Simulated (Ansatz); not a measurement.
# (GaAs)3(MgSe)1 [001] superlattice, started as zinc blende: from the cell to its phonons, part 2 of 2

How does (GaAs)3(MgSe)1 [001] superlattice, started as zinc blende vibrate, and is this structure a minimum?

Ansatz 0.2.0; DFT PBEsol, scalar-relativistic, plane waves, PAW.

So far. Step 4 (Relaxing to small forces for the phonons): The largest force component left is 0.76 meV/Å and the pressure is -0.001 GPa, within the tolerances set. The cell now holds 23.76 Å³/atom. The relaxed cell has a, b, c = 4.017, 4.079, 11.601 Å (conventional setting).

The structure was built from a prototype and need not be the compound's stable phase.

### 5. Linear response at the zone centre (continued)

Patterns of degenerate modes are one choice out of their space. Modes at Γ, with each element's share of the kinetic energy:

| mode | frequency (cm⁻¹) | symmetry | As % | Ga % | Mg % | Se % |
| --- | --- | --- | --- | --- | --- | --- |
| 1 | 0.0 | acoustic | 42 | 39 | 5 | 15 |
| 2 | 0.0 | acoustic | 42 | 39 | 5 | 15 |
| 3 | 0.0 | acoustic | 42 | 39 | 5 | 15 |
| 4 | 50.4 | B1 | 28 | 30 | 11 | 31 |
| 5 | 55.2 | B2 | 32 | 46 | 4 | 18 |
| 6 | 59.9 | B2 | 64 | 20 | 16 | 0 |
| 7 | 65.2 | B1 | 30 | 31 | 13 | 26 |
| 8 | 68.1 | B2 | 27 | 59 | 0 | 14 |
| 9 | 72.6 | B1 | 45 | 55 | 0 | 0 |
| 10 | 110.2 | A1 | 39 | 41 | 0 | 20 |
| 11 | 133.2 | A1 | 42 | 26 | 7 | 24 |
| 12 | 183.0 | B2 | 1 | 47 | 0 | 53 |
| 13 | 198.7 | A1 | 66 | 7 | 0 | 27 |
| 14 | 222.7 | B1 | 1 | 1 | 71 | 27 |
| 15 | 224.0 | B2 | 58 | 42 | 0 | 0 |
| 16 | 235.0 | B2 | 53 | 46 | 0 | 1 |
| 17 | 238.2 | A1 | 17 | 77 | 3 | 2 |
| 18 | 252.7 | B1 | 50 | 50 | 1 | 0 |
| 19 | 256.4 | A1 | 44 | 50 | 4 | 2 |
| 20 | 262.7 | not assigned | 36 | 57 | 1 | 7 |
| 21 | 262.7 | not assigned | 54 | 46 | 0 | 0 |
| 22 | 272.9 | B1 | 50 | 49 | 1 | 0 |
| 23 | 305.9 | A1 | 14 | 3 | 81 | 2 |
| 24 | 327.6 | B2 | 24 | 0 | 75 | 0 |

Displacements in mode 4 (50.4 cm⁻¹), the largest set to 1:
```
As1  0.34  0.34  0.00
As2 -0.27 -0.27  0.00
As3 -0.81 -0.81  0.00
Ga4  0.43  0.43  0.00
Ga5 -0.19 -0.19  0.00
Ga6 -0.86 -0.86  0.00
Mg7  1.00  1.00  0.00
Se8  0.93  0.93  0.00
```

Displacements in mode 14 (222.7 cm⁻¹), the largest set to 1:
```
As1  0.05  0.05  0.00
As2  0.03  0.03  0.00
As3  0.04  0.04  0.00
Ga4 -0.01 -0.01  0.00
Ga5 -0.03 -0.03  0.00
Ga6 -0.04 -0.04  0.00
Mg7  1.00  1.00  0.00
Se8 -0.35 -0.35  0.00
```

Before it was imposed, the acoustic sum rule was missed by 3.2e-5 eV/Å². Small misses are needed for a sound result but don't prove that mesh and cutoff are converged. The lowest optical mode is real, 50.4 cm⁻¹.

### 6. Isotope substitution, element Ga, natural mass 69.723 amu

An isotope changes the mass and not the force constants, so no new electronic calculation is needed; the shifts show which modes move this element.

The same force constants with the mass of Ga changed from 69.723 to 70.925 u (phonopy, no LO-TO term). Both lists are sorted by frequency; levels can cross, so a row need not hold one and the same mode. Modes under 3 cm⁻¹ are left out. Isotope shifts, by row:

| q | rank | natural mass (cm⁻¹) | changed mass (cm⁻¹) |
| --- | --- | --- | --- |
| 0 0 0 | 4 | 50.4 | 50.27 |
| 0 0 0 | 5 | 55.16 | 54.94 |
| 0 0 0 | 6 | 59.94 | 59.84 |
| 0 0 0 | 7 | 65.15 | 64.97 |
| 0 0 0 | 8 | 68.09 | 67.74 |
| 0 0 0 | 9 | 72.64 | 72.3 |
| 0 0 0 | 10 | 110.2 | 109.8 |
| 0 0 0 | 11 | 133.2 | 132.9 |
| 0 0 0 | 12 | 183 | 182.2 |
| 0 0 0 | 13 | 198.7 | 198.6 |
| 0 0 0 | 14 | 222.7 | 222.7 |
| 0 0 0 | 15 | 224 | 223.2 |
| 0 0 0 | 16 | 235 | 234.1 |
| 0 0 0 | 17 | 238.2 | 236.6 |
| 0 0 0 | 18 | 252.7 | 251.6 |
| 0 0 0 | 19 | 256.4 | 255.3 |
| 0 0 0 | 20 | 262.7 | 261.4 |
| 0 0 0 | 21 | 262.7 | 261.7 |
| 0 0 0 | 22 | 272.9 | 271.7 |
| 0 0 0 | 23 | 305.9 | 305.9 |
| 0 0 0 | 24 | 327.6 | 327.6 |

A mode of this element alone would shift by -0.85 %. The highest zone-centre frequency without the field goes from 327.6 to 327.6 cm⁻¹ (+0.0 %). The product of the frequency ratios over all optical modes at Γ is 0.935; the product rule, (m/m′)^(3k/2) (M′/M)^(3/2) with k = 3 such atoms and M the mass of the cell, gives 0.935.

### 7. Another isotope, element Mg, natural mass 24.305 amu

The same for Mg, from 24.30 to 25.98 u.

The same force constants with the mass of Mg changed from 24.305 to 25.983 u (phonopy, no LO-TO term). Both lists are sorted by frequency; levels can cross, so a row need not hold one and the same mode. Modes under 3 cm⁻¹ are left out. Isotope shifts, by row:

| q | rank | natural mass (cm⁻¹) | changed mass (cm⁻¹) |
| --- | --- | --- | --- |
| 0 0 0 | 4 | 50.4 | 50.21 |
| 0 0 0 | 5 | 55.16 | 55.07 |
| 0 0 0 | 6 | 59.94 | 59.63 |
| 0 0 0 | 7 | 65.15 | 64.87 |
| 0 0 0 | 8 | 68.09 | 68.08 |
| 0 0 0 | 9 | 72.64 | 72.64 |
| 0 0 0 | 10 | 110.2 | 110.2 |
| 0 0 0 | 11 | 133.2 | 132.8 |
| 0 0 0 | 12 | 183 | 183 |
| 0 0 0 | 13 | 198.7 | 198.7 |
| 0 0 0 | 14 | 222.7 | 217.6 |
| 0 0 0 | 15 | 224 | 224 |
| 0 0 0 | 16 | 235 | 235 |
| 0 0 0 | 17 | 238.2 | 237.9 |
| 0 0 0 | 18 | 252.7 | 252.7 |
| 0 0 0 | 19 | 256.4 | 256.1 |
| 0 0 0 | 20 | 262.7 | 262.6 |
| 0 0 0 | 21 | 262.7 | 262.7 |
| 0 0 0 | 22 | 272.9 | 272.8 |
| 0 0 0 | 23 | 305.9 | 297.9 |
| 0 0 0 | 24 | 327.6 | 319.5 |

A mode of this element alone would shift by -3.28 %. The highest zone-centre frequency without the field goes from 327.6 to 319.5 cm⁻¹ (-2.5 %). The product of the frequency ratios over all optical modes at Γ is 0.909; the product rule, (m/m′)^(3k/2) (M′/M)^(3/2) with k = 1 such atoms and M the mass of the cell, gives 0.909.

### 8. Isotope substitution, element Se, natural mass 78.971 amu

The same for Se, from 78.97 to 81.92 u.

The same force constants with the mass of Se changed from 78.971 to 81.917 u (phonopy, no LO-TO term). Both lists are sorted by frequency; levels can cross, so a row need not hold one and the same mode. Modes under 3 cm⁻¹ are left out. Isotope shifts, by row:

| q | rank | natural mass (cm⁻¹) | changed mass (cm⁻¹) |
| --- | --- | --- | --- |
| 0 0 0 | 4 | 50.4 | 50.11 |
| 0 0 0 | 5 | 55.16 | 54.98 |
| 0 0 0 | 6 | 59.94 | 59.94 |
| 0 0 0 | 7 | 65.15 | 64.84 |
| 0 0 0 | 8 | 68.09 | 67.92 |
| 0 0 0 | 9 | 72.64 | 72.63 |
| 0 0 0 | 10 | 110.2 | 109.8 |
| 0 0 0 | 11 | 133.2 | 132.6 |
| 0 0 0 | 12 | 183 | 181.2 |
| 0 0 0 | 13 | 198.7 | 197.7 |
| 0 0 0 | 14 | 222.7 | 221.6 |
| 0 0 0 | 15 | 224 | 224 |
| 0 0 0 | 16 | 235 | 235 |
| 0 0 0 | 17 | 238.2 | 238.1 |
| 0 0 0 | 18 | 252.7 | 252.7 |
| 0 0 0 | 19 | 256.4 | 256.3 |
| 0 0 0 | 20 | 262.7 | 262.4 |
| 0 0 0 | 21 | 262.7 | 262.7 |
| 0 0 0 | 22 | 272.9 | 272.8 |
| 0 0 0 | 23 | 305.9 | 305.8 |
| 0 0 0 | 24 | 327.6 | 327.6 |

A mode of this element alone would shift by -1.81 %. The highest zone-centre frequency without the field goes from 327.6 to 327.6 cm⁻¹ (-0.0 %). The product of the frequency ratios over all optical modes at Γ is 0.954; the product rule, (m/m′)^(3k/2) (M′/M)^(3/2) with k = 1 such atoms and M the mass of the cell, gives 0.954.

### 9. Results

```json
{
 "space group after relaxation (within 0.01 Å)": "Pmm2",
 "volume per atom": "23.8 Å³",
 "electronic character": "no gap on this mesh",
 "highest optical mode at the zone centre (no LO-TO term)": "328 cm⁻¹",
 "lowest optical zone-centre mode": "50.4 cm⁻¹",
 "imaginary modes at Γ (the only wavevector solved)": "none"
}
```

**Reading.** The structure is stable against zone-centre distortions, since no mode there is imaginary; other wavevectors were not solved, so zone-boundary instabilities are untested. The optical modes at Γ span 50 to 328 cm⁻¹. No dispersion was computed. The highest mode in this list at Γ, 327.6 cm⁻¹, is mostly motion of Mg (75 % of the kinetic energy). With no gap, or one that is small against the smearing, the frequencies hang on the k mesh and the smearing, most of all near Kohn anomalies. A semilocal functional can close a gap that the real compound would have, so the metallic treatment may be an artefact of the level. The starting cell was built on a prototype and not taken from a measurement, so the phase need not exist. These are harmonic frequencies at zero temperature: anharmonic shifts, linewidths and thermal expansion are left out.

[Logs are printed without paths, hosts, clocks, repeated set-up lines and the standing remarks that a program may print on its own settings, such as how far it seeks lower states.]

[Hosts, paths, dates, database ids (printed as entryN), source tags and the programs' standing remarks are cut or masked in the printed files.]
